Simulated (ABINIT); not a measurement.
# SiC (Moissanite): a self-consistent loop beyond G0W0, cycle by cycle, part 2 of 3

How far does self-consistency move the gap of SiC (Moissanite)?

ABINIT 10.8.3; LDA and many-body steps on it, plane waves. Known limits of the many-body steps: not at the basis limit; coarse k mesh.

So far. Step 5 (evGW0, cycle 1): Against G0W0 in ABINIT (3×3×2 mesh, 58 bands, screening to 130.6 eV, Godby-Needs plasmon pole), the gap moves by +0.118 eV. This first cycle still uses the starting levels; it takes the full correction, at all points of the mesh, and its linearised value is 2.809 eV. Step 6 (evGW0, cycle 2): Against the cycle before, the gap moves by −0.030 eV.

**7. evGW0, cycle 3**

Level of this step: evGW0 on LDA, plane waves, norm-conserving pseudopotentials (ABINIT).

Contents of run.abi:

```
acell 3*1.0 Angstrom
rprim 
  3.075999999976 0.000000000005 0.000000000000
  -1.537999999993 2.663894142018 0.000000000000
  0.000000000000 0.000000000000 5.048000000000
ntypat 2
znucl 14 6
natom 4
typat 1 1 2 2
xred 
  0.333333333333 0.666666666667 0.000000000000
  0.666666666667 0.333333333333 0.500000000000
  0.333333333333 0.666666666667 0.385000000000
  0.666666666667 0.333333333333 0.885000000000
pp_dirpath "pseudos"
pseudos "Si.upf, C.upf"
ecut 37
ngkpt 3 3 2
nshiftk 1
shiftk 0 0 0
kptopt 1
chksymbreak 0
istwfk *1
occopt 1
irdwfk 1
optdriver 4
nband 58
gwcalctyp 10
ecutsigx 37
symsigma 1
nkptgw 6
kptgw 
  0.0000000000 0.0000000000 0.0000000000
  0.3333333333 0.0000000000 0.0000000000
  0.3333333333 0.3333333333 0.0000000000
  0.0000000000 0.0000000000 0.5000000000
  0.3333333333 0.0000000000 0.5000000000
  0.3333333333 0.3333333333 0.5000000000
bdgw 
  1 16
  1 16
  1 16
  1 16
  1 16
  1 16
ecuteps 4.8
irdscr 1
ppmodel 1
irdqps 1
indata_prefix "in"
outdata_prefix "out"
tmpdata_prefix "tmp"
```

On the command line:

```sh
$ OMP_NUM_THREADS=1 mpirun -n 4 abinit run.abi > log
```

What it wrote:

```text
.Version 10.8.3 of ABINIT. v10.8.2 released Aug 2026.

 Symmetries : space group P6_3 m c (#186); Bravais hP (primitive hexag.)
[... echo of the input left out ...]
== DATASET  1 ==================================================================
-   mpi_nproc: 4, omp_nthreads: 1 (-1 if OMP is not activated)

--- !DatasetInfo
iteration_state: {dtset: 1, }
dimensions: {natom: 4, nkpt: 6, mband: 58, nsppol: 1, nspinor: 1, nspden: 1, mpw: 3018, }
cutoff_energies: {ecut:  37.0, pawecutdg:  -1.0, }
[...]
.  kptgw no:  4; Maximum DeltaE = (   0.019   0.030) for band index:  1
.  kptgw no:  5; Maximum DeltaE = (   0.024  -0.001) for band index: 15
.  kptgw no:  6; Maximum DeltaE = (  -0.014   0.014) for band index:  1

== END DATASET(S) ==============================================================
================================================================================

 -outvars: echo values of variables after computation  --------
           etotal      0.0000000000E+00
            nband          58
             nkpt           6
          spgroup         186
 [... the other variables as echoed above ...]

 Calculation completed.
```

Elapsed: 28 s, on 4 MPI ranks of Arm Neoverse N1, shared host; peak memory 0.64 GiB.

This step gave:

```yaml
quasiparticle_gap_on_the_mesh: 2.895 eV
gap_of_the_density_functional_on_the_mesh: 2.222 eV
k_of_the_valence_top: 0, 0, 0
k_of_the_conduction_bottom: 0.3333, 0.3333, 0
least_direct_quasiparticle_gap_on_the_computed_points: 5.365 eV
```

Against the cycle before, the gap moves by −0.002 eV.

**8. Screening, 3×3×2 mesh, 58 bands, screening to 130.6 eV**

This step: RPA screening on LDA, plane waves, norm-conserving pseudopotentials.

Contents of run.abi:

```
acell 3*1.0 Angstrom
rprim 
  3.075999999976 0.000000000005 0.000000000000
  -1.537999999993 2.663894142018 0.000000000000
  0.000000000000 0.000000000000 5.048000000000
ntypat 2
znucl 14 6
natom 4
typat 1 1 2 2
xred 
  0.333333333333 0.666666666667 0.000000000000
  0.666666666667 0.333333333333 0.500000000000
  0.333333333333 0.666666666667 0.385000000000
  0.666666666667 0.333333333333 0.885000000000
pp_dirpath "pseudos"
pseudos "Si.upf, C.upf"
ecut 37
ngkpt 3 3 2
nshiftk 1
shiftk 0 0 0
kptopt 1
chksymbreak 0
istwfk *1
occopt 1
irdwfk 1
optdriver 3
nband 58
ecuteps 4.8
inclvkb 2
awtr 1
symchi 1
gwcalctyp 10
mbpt_sciss 1.092 eV
nqptdm 1
qptdm 
  0 0 0
indata_prefix "in"
outdata_prefix "out"
tmpdata_prefix "tmp"
```

What it wrote:

```text
.Version 10.8.3 of ABINIT. v10.8.2 released Aug 2026.

 Symmetries : space group P6_3 m c (#186); Bravais hP (primitive hexag.)
[... echo of the input left out ...]
== DATASET  1 ==================================================================
-   mpi_nproc: 4, omp_nthreads: 1 (-1 if OMP is not activated)

--- !DatasetInfo
iteration_state: {dtset: 1, }
dimensions: {natom: 4, nkpt: 6, mband: 58, nsppol: 1, nspinor: 1, nspden: 1, mpw: 3018, }
cutoff_energies: {ecut:  37.0, pawecutdg:  -1.0, }
electrons: {nelect:   1.60000000E+01, charge:   0.00000000E+00, occopt:   1.00000000E+00, tsmear:   1.00000000E-02, }

 SCREENING: Calculation of the susceptibility and dielectric matrices

 Based on a program developped by R.W. Godby, V. Olevano, G. Onida, and L. Reining.
 Incorporated in ABINIT by V. Olevano, G.-M. Rignanese, and M. Torrent.
.Using double precision arithmetic ; gwpc =  8

[... cell and pseudopotentials left out ...]
--------------------------------------------------------------------------------

 ==== K-mesh for the wavefunctions ====
 Number of points in the irreducible wedge :     6
[... list of points left out ...]
 Together with 12 symmetry operations and time-reversal symmetry
 yields    18 points in the full Brillouin Zone.

 ==== Q-mesh for the screening function ====
 Number of points in the irreducible wedge :     6
[... list of points left out ...]
 Together with 12 symmetry operations and time-reversal symmetry
 yields    18 points in the full Brillouin Zone.

 setmesh: FFT mesh size selected  =    20x   20x   36
          total number of points  =        14400

 vcoul_init : cutoff-mode = AUXILIARY_FUNCTION
 q-points for optical limit:   1
     1)      0.000010    0.000020    0.000030

 Dielectric matrix will be calculated only for some
 selected q points provided by the user through the input variables
 nqptdm and qptdm

- screening: taking advantage of time-reversal symmetry
- Maximum band index for partially occupied states nbvw = 8
- Remaining bands to be divided among processors   nbcw = 50
- Number of bands treated by each node ~12

 rdqps: reading QP wavefunctions of the previous step
        looking for file in_QPS
 file not found, 1st iteration initialized with KS eigenelements

 screening : performing a first self-consistency
 update of the energies in W by a scissor operator
 applying a scissor operator of [eV] :   1.092

 Number of electrons calculated from density =   16.0000; Expected =   16.0000
 average of density, n =  0.057319
 r_s =    1.6089
 omega_plasma =   23.0944 [eV]

 calculating chi0 at frequencies [eV] :
  1    0.000000E+00    0.000000E+00
  2    0.000000E+00    2.309436E+01

--------------------------------------------------------------------------------
  q-point number  1        q = ( 0.000000, 0.000000, 0.000000) [r.l.u.]
--------------------------------------------------------------------------------
[... chi0 elements left out ...]
 For q-point:  0.000010 0.000020 0.000030
  dielectric constant =   7.7973
  dielectric constant without local fields =   8.4568

  Average fulfillment of the sum rule on Im[epsilon] for q-point    1 :     72.80  [%]
[... wings left out ...]
== END DATASET(S) ==============================================================
================================================================================

 -outvars: echo values of variables after computation  --------
           etotal      0.0000000000E+00
            nband          58
             nkpt           6
          spgroup         186
 [... the other variables as echoed above ...]

 Calculation completed.
```

Wall time 4.8 s (4 MPI ranks); peak memory 0.35 GiB; 19 s of CPU time.

This step gave:

```
ε∞ with local fields, on this mesh, along the program's q direction : 7.797
the same without local fields                                       : 8.457
plasma frequency                                                    : 23.09 eV
plane waves in the screening matrix                                 : 135
```

This screening uses the functional's bands under a rigid shift, the mean opening of the cycle before.

**9. Screening, 3×3×2 mesh, 58 bands, screening to 130.6 eV**

This step: RPA screening on LDA from quasiparticle energies, plane waves, norm-conserving pseudopotentials.

Changes to run.abi since step 8:

```diff
@@ -31,7 +31,11 @@
 symchi 1
+irdqps 1
 gwcalctyp 10
-mbpt_sciss 1.092 eV
-nqptdm 1
+nqptdm 5
 qptdm 
-  0 0 0
+  0.3333333333 0.0000000000 0.0000000000
+  0.3333333333 0.3333333333 0.0000000000
+  0.0000000000 0.0000000000 0.5000000000
+  0.3333333333 0.0000000000 0.5000000000
+  0.3333333333 0.3333333333 0.5000000000
 indata_prefix "in"
```

Contents of mrgscr.stdin:

```
2
merged
q0_SCR
out_SCR
1
```

On the command line:

```sh
$ OMP_NUM_THREADS=1 mpirun -n 4 abinit run.abi > log; mrgscr < mrgscr.stdin
```

What it wrote:

```text
.Version 10.8.3 of ABINIT. v10.8.2 released Aug 2026.

 Symmetries : space group P6_3 m c (#186); Bravais hP (primitive hexag.)
[... echo of the input left out ...]
== DATASET  1 ==================================================================
-   mpi_nproc: 4, omp_nthreads: 1 (-1 if OMP is not activated)

--- !DatasetInfo
iteration_state: {dtset: 1, }
dimensions: {natom: 4, nkpt: 6, mband: 58, nsppol: 1, nspinor: 1, nspden: 1, mpw: 3018, }
cutoff_energies: {ecut:  37.0, pawecutdg:  -1.0, }
[...]
q-point number  1        q = ( 0.333333, 0.000000, 0.000000) [r.l.u.]
--------------------------------------------------------------------------------
[... chi0 elements left out ...]
  Average fulfillment of the sum rule on Im[epsilon] for q-point    2 :     81.14  [%]

--------------------------------------------------------------------------------
  q-point number  2        q = ( 0.333333, 0.333333, 0.000000) [r.l.u.]
--------------------------------------------------------------------------------
[... chi0 elements left out ...]
  Average fulfillment of the sum rule on Im[epsilon] for q-point    3 :     77.10  [%]

 [... 3 further q-points ...]
```

It took 5.4 s on 4 MPI ranks; peak memory 0.32 GiB.

Numbers from this step:

```
plasma frequency                    : 23.09 eV
plane waves in the screening matrix : 135
```

This screening reads the quasiparticle levels of the cycle before.

**10. evGW, cycle 1**

This step: evGW on LDA, plane waves, norm-conserving pseudopotentials.

Changes to run.abi since step 9:

```diff
@@ -25,12 +25,10 @@
 irdwfk 1
-optdriver 3
+optdriver 4
 nband 58
-ecuteps 4.8
-inclvkb 2
-awtr 1
-symchi 1
-irdqps 1
 gwcalctyp 10
-nqptdm 5
-qptdm 
+ecutsigx 37
+symsigma 1
+nkptgw 6
+kptgw 
+  0.0000000000 0.0000000000 0.0000000000
   0.3333333333 0.0000000000 0.0000000000
@@ -40,2 +38,13 @@
   0.3333333333 0.3333333333 0.5000000000
+bdgw 
+  1 16
+  1 16
+  1 16
+  1 16
+  1 16
+  1 16
+ecuteps 4.8
+irdscr 1
+ppmodel 1
+irdqps 1
 indata_prefix "in"
```

On the command line:

```sh
$ OMP_NUM_THREADS=1 mpirun -n 4 abinit run.abi > log
```

What it wrote:

```text
.Version 10.8.3 of ABINIT. v10.8.2 released Aug 2026.

 Symmetries : space group P6_3 m c (#186); Bravais hP (primitive hexag.)
[... echo of the input left out ...]
== DATASET  1 ==================================================================
-   mpi_nproc: 4, omp_nthreads: 1 (-1 if OMP is not activated)

--- !DatasetInfo
iteration_state: {dtset: 1, }
dimensions: {natom: 4, nkpt: 6, mband: 58, nsppol: 1, nspinor: 1, nspden: 1, mpw: 3018, }
cutoff_energies: {ecut:  37.0, pawecutdg:  -1.0, }
[...]
.  kptgw no:  4; Maximum DeltaE = (  -0.330  -0.003) for band index:  2
.  kptgw no:  5; Maximum DeltaE = (  -0.261   0.011) for band index:  1
.  kptgw no:  6; Maximum DeltaE = (  -0.213   0.006) for band index:  2

== END DATASET(S) ==============================================================
================================================================================

 -outvars: echo values of variables after computation  --------
           etotal      0.0000000000E+00
            nband          58
             nkpt           6
          spgroup         186
 [... the other variables as echoed above ...]

 Calculation completed.
```

It took 27 s on 4 MPI ranks; peak memory 0.63 GiB; 1.8 min of CPU time.

This step gave:

```yaml
quasiparticle_gap_on_the_mesh: 3.043 eV
gap_of_the_density_functional_on_the_mesh: 2.222 eV
k_of_the_valence_top: 0, 0, 0
k_of_the_conduction_bottom: 0.3333, 0.3333, 0
least_direct_quasiparticle_gap_on_the_computed_points: 5.543 eV
```

Against G0W0 in ABINIT (3×3×2 mesh, 58 bands, screening to 130.6 eV, Godby-Needs plasmon pole), the gap moves by +0.234 eV.

**11. Screening, 3×3×2 mesh, 58 bands, screening to 130.6 eV**

This step: RPA screening on LDA, plane waves, norm-conserving pseudopotentials.

Contents of run.abi:

```
acell 3*1.0 Angstrom
rprim 
  3.075999999976 0.000000000005 0.000000000000
  -1.537999999993 2.663894142018 0.000000000000
  0.000000000000 0.000000000000 5.048000000000
ntypat 2
znucl 14 6
natom 4
typat 1 1 2 2
xred 
  0.333333333333 0.666666666667 0.000000000000
  0.666666666667 0.333333333333 0.500000000000
  0.333333333333 0.666666666667 0.385000000000
  0.666666666667 0.333333333333 0.885000000000
pp_dirpath "pseudos"
pseudos "Si.upf, C.upf"
ecut 37
ngkpt 3 3 2
nshiftk 1
shiftk 0 0 0
kptopt 1
chksymbreak 0
istwfk *1
occopt 1
irdwfk 1
optdriver 3
nband 58
ecuteps 4.8
inclvkb 2
awtr 1
symchi 1
gwcalctyp 10
mbpt_sciss 1.278 eV
nqptdm 1
qptdm 
  0 0 0
indata_prefix "in"
outdata_prefix "out"
tmpdata_prefix "tmp"
```

What it wrote:

```text
.Version 10.8.3 of ABINIT. v10.8.2 released Aug 2026.

 Symmetries : space group P6_3 m c (#186); Bravais hP (primitive hexag.)
[... echo of the input left out ...]
== DATASET  1 ==================================================================
-   mpi_nproc: 4, omp_nthreads: 1 (-1 if OMP is not activated)

--- !DatasetInfo
iteration_state: {dtset: 1, }
dimensions: {natom: 4, nkpt: 6, mband: 58, nsppol: 1, nspinor: 1, nspden: 1, mpw: 3018, }
cutoff_energies: {ecut:  37.0, pawecutdg:  -1.0, }
[...]
[... chi0 elements left out ...]
 For q-point:  0.000010 0.000020 0.000030
  dielectric constant =   7.6532
  dielectric constant without local fields =   8.2894

  Average fulfillment of the sum rule on Im[epsilon] for q-point    1 :     73.39  [%]
[... wings left out ...]
== END DATASET(S) ==============================================================
================================================================================

 -outvars: echo values of variables after computation  --------
           etotal      0.0000000000E+00
            nband          58
             nkpt           6
          spgroup         186
 [... the other variables as echoed above ...]

 Calculation completed.
```

Elapsed: 4.9 s, on 4 MPI ranks; peak memory 0.36 GiB; 19 s of CPU time.

Numbers from this step:

```
ε∞ with local fields, on this mesh, along the program's q direction : 7.653
the same without local fields                                       : 8.289
plasma frequency                                                    : 23.09 eV
plane waves in the screening matrix                                 : 135
```

This screening uses the functional's bands under a rigid shift, the mean opening of the cycle before.

**12. Screening, 3×3×2 mesh, 58 bands, screening to 130.6 eV**

This step: RPA screening on LDA from quasiparticle energies, plane waves, norm-conserving pseudopotentials.

Changes to run.abi since step 11:

```diff
@@ -31,7 +31,11 @@
 symchi 1
+irdqps 1
 gwcalctyp 10
-mbpt_sciss 1.278 eV
-nqptdm 1
+nqptdm 5
 qptdm 
-  0 0 0
+  0.3333333333 0.0000000000 0.0000000000
+  0.3333333333 0.3333333333 0.0000000000
+  0.0000000000 0.0000000000 0.5000000000
+  0.3333333333 0.0000000000 0.5000000000
+  0.3333333333 0.3333333333 0.5000000000
 indata_prefix "in"
```

mrgscr.stdin is that of step 9.

On the command line:

```sh
$ OMP_NUM_THREADS=1 mpirun -n 4 abinit run.abi > log; mrgscr < mrgscr.stdin
```

What it wrote:

```text
.Version 10.8.3 of ABINIT. v10.8.2 released Aug 2026.

 Symmetries : space group P6_3 m c (#186); Bravais hP (primitive hexag.)
[... echo of the input left out ...]
== DATASET  1 ==================================================================
-   mpi_nproc: 4, omp_nthreads: 1 (-1 if OMP is not activated)

--- !DatasetInfo
iteration_state: {dtset: 1, }
dimensions: {natom: 4, nkpt: 6, mband: 58, nsppol: 1, nspinor: 1, nspden: 1, mpw: 3018, }
cutoff_energies: {ecut:  37.0, pawecutdg:  -1.0, }
[...]
q-point number  1        q = ( 0.333333, 0.000000, 0.000000) [r.l.u.]
--------------------------------------------------------------------------------
[... chi0 elements left out ...]
  Average fulfillment of the sum rule on Im[epsilon] for q-point    2 :     82.06  [%]

--------------------------------------------------------------------------------
  q-point number  2        q = ( 0.333333, 0.333333, 0.000000) [r.l.u.]
--------------------------------------------------------------------------------
[... chi0 elements left out ...]
  Average fulfillment of the sum rule on Im[epsilon] for q-point    3 :     77.85  [%]

 [... 3 further q-points ...]
```

The job ended after 5.4 s (4 MPI ranks; peak memory 0.32 GiB).

This step gave:

| Item | Value |
| --- | --- |
| plasma frequency | 23.09 eV |
| plane waves in the screening matrix | 135 |

This screening reads the quasiparticle levels of the cycle before.

**13. evGW, cycle 2**

This step: evGW on LDA, plane waves, norm-conserving pseudopotentials.

Changes to run.abi since step 12:

```diff
@@ -25,12 +25,10 @@
 irdwfk 1
-optdriver 3
+optdriver 4
 nband 58
-ecuteps 4.8
-inclvkb 2
-awtr 1
-symchi 1
-irdqps 1
 gwcalctyp 10
-nqptdm 5
-qptdm 
+ecutsigx 37
+symsigma 1
+nkptgw 6
+kptgw 
+  0.0000000000 0.0000000000 0.0000000000
   0.3333333333 0.0000000000 0.0000000000
@@ -40,2 +38,13 @@
   0.3333333333 0.3333333333 0.5000000000
+bdgw 
+  1 16
+  1 16
+  1 16
+  1 16
+  1 16
+  1 16
+ecuteps 4.8
+irdscr 1
+ppmodel 1
+irdqps 1
 indata_prefix "in"
```

On the command line:

```sh
$ OMP_NUM_THREADS=1 mpirun -n 4 abinit run.abi > log
```

What it wrote:

```text
.Version 10.8.3 of ABINIT. v10.8.2 released Aug 2026.

 Symmetries : space group P6_3 m c (#186); Bravais hP (primitive hexag.)
[... echo of the input left out ...]
== DATASET  1 ==================================================================
-   mpi_nproc: 4, omp_nthreads: 1 (-1 if OMP is not activated)

--- !DatasetInfo
iteration_state: {dtset: 1, }
dimensions: {natom: 4, nkpt: 6, mband: 58, nsppol: 1, nspinor: 1, nspden: 1, mpw: 3018, }
cutoff_energies: {ecut:  37.0, pawecutdg:  -1.0, }
[...]
.  kptgw no:  4; Maximum DeltaE = (   0.019   0.009) for band index:  1
.  kptgw no:  5; Maximum DeltaE = (  -0.000   0.013) for band index:  1
.  kptgw no:  6; Maximum DeltaE = (  -0.022   0.002) for band index:  1

== END DATASET(S) ==============================================================
================================================================================

 -outvars: echo values of variables after computation  --------
           etotal      0.0000000000E+00
            nband          58
             nkpt           6
          spgroup         186
 [... the other variables as echoed above ...]

 Calculation completed.
```

Elapsed: 27 s, on 4 MPI ranks; peak memory 0.63 GiB; 1.8 min of CPU time.

This step gave:

```
quasiparticle gap on the mesh                         : 3.059 eV
gap of the density functional on the mesh             : 2.222 eV
k of the valence top                                  : 0, 0, 0
k of the conduction bottom                            : 0.3333, 0.3333, 0
least direct quasiparticle gap on the computed points : 5.562 eV
```

Against the cycle before, the gap moves by +0.016 eV.

**14. Screening, 3×3×2 mesh, 58 bands, screening to 130.6 eV**

This step: RPA screening on LDA, plane waves, norm-conserving pseudopotentials.

Contents of run.abi:

```
acell 3*1.0 Angstrom
rprim 
  3.075999999976 0.000000000005 0.000000000000
  -1.537999999993 2.663894142018 0.000000000000
  0.000000000000 0.000000000000 5.048000000000
ntypat 2
znucl 14 6
natom 4
typat 1 1 2 2
xred 
  0.333333333333 0.666666666667 0.000000000000
  0.666666666667 0.333333333333 0.500000000000
  0.333333333333 0.666666666667 0.385000000000
  0.666666666667 0.333333333333 0.885000000000
pp_dirpath "pseudos"
pseudos "Si.upf, C.upf"
ecut 37
ngkpt 3 3 2
nshiftk 1
shiftk 0 0 0
kptopt 1
chksymbreak 0
istwfk *1
occopt 1
irdwfk 1
optdriver 3
nband 58
ecuteps 4.8
inclvkb 2
awtr 1
symchi 1
gwcalctyp 10
mbpt_sciss 1.298 eV
nqptdm 1
qptdm 
  0 0 0
indata_prefix "in"
outdata_prefix "out"
tmpdata_prefix "tmp"
```

What it wrote:

```text
.Version 10.8.3 of ABINIT. v10.8.2 released Aug 2026.

 Symmetries : space group P6_3 m c (#186); Bravais hP (primitive hexag.)
[... echo of the input left out ...]
== DATASET  1 ==================================================================
-   mpi_nproc: 4, omp_nthreads: 1 (-1 if OMP is not activated)

--- !DatasetInfo
iteration_state: {dtset: 1, }
dimensions: {natom: 4, nkpt: 6, mband: 58, nsppol: 1, nspinor: 1, nspden: 1, mpw: 3018, }
cutoff_energies: {ecut:  37.0, pawecutdg:  -1.0, }
[...]
[... chi0 elements left out ...]
 For q-point:  0.000010 0.000020 0.000030
  dielectric constant =   7.6381
  dielectric constant without local fields =   8.2718

  Average fulfillment of the sum rule on Im[epsilon] for q-point    1 :     73.46  [%]
[... wings left out ...]
== END DATASET(S) ==============================================================
================================================================================

 -outvars: echo values of variables after computation  --------
           etotal      0.0000000000E+00
            nband          58
             nkpt           6
          spgroup         186
 [... the other variables as echoed above ...]

 Calculation completed.
```

It took 4.9 s on 4 MPI ranks; peak memory 0.35 GiB; 19 s of CPU time.

This step gave:

| Item | Value |
| --- | --- |
| ε∞ with local fields, on this mesh, along the program's q direction | 7.638 |
| the same without local fields | 8.272 |
| plasma frequency | 23.09 eV |
| plane waves in the screening matrix | 135 |

This screening uses the functional's bands under a rigid shift, the mean opening of the cycle before.

(Part 2 of 3 ends here.)

[Paths, hosts, dates, memory and timing lines, banners, echoed tables and standing remarks are left out of the program output.]

[Logs are printed without paths, hosts, clocks, repeated set-up lines and the standing remarks that a program may print on its own settings, such as how far it seeks lower states.]

[Runs of the session that timed out or met a known fault of the program may be left out.]

[Hosts, paths, dates, database ids (printed as entryN), source tags and the programs' standing remarks are cut or masked in the printed files.]

[G0W0 gaps are taken among the corrected bands and points alone; a level outside them can change the order at an edge.]

[Where Ansatz stands beside ABINIT at settings called matched, ABINIT's density can come from a denser mesh and the files from another edition; pairs whose starting gaps differed by over 0.03 eV were left out, so agreement reads better than it is.]
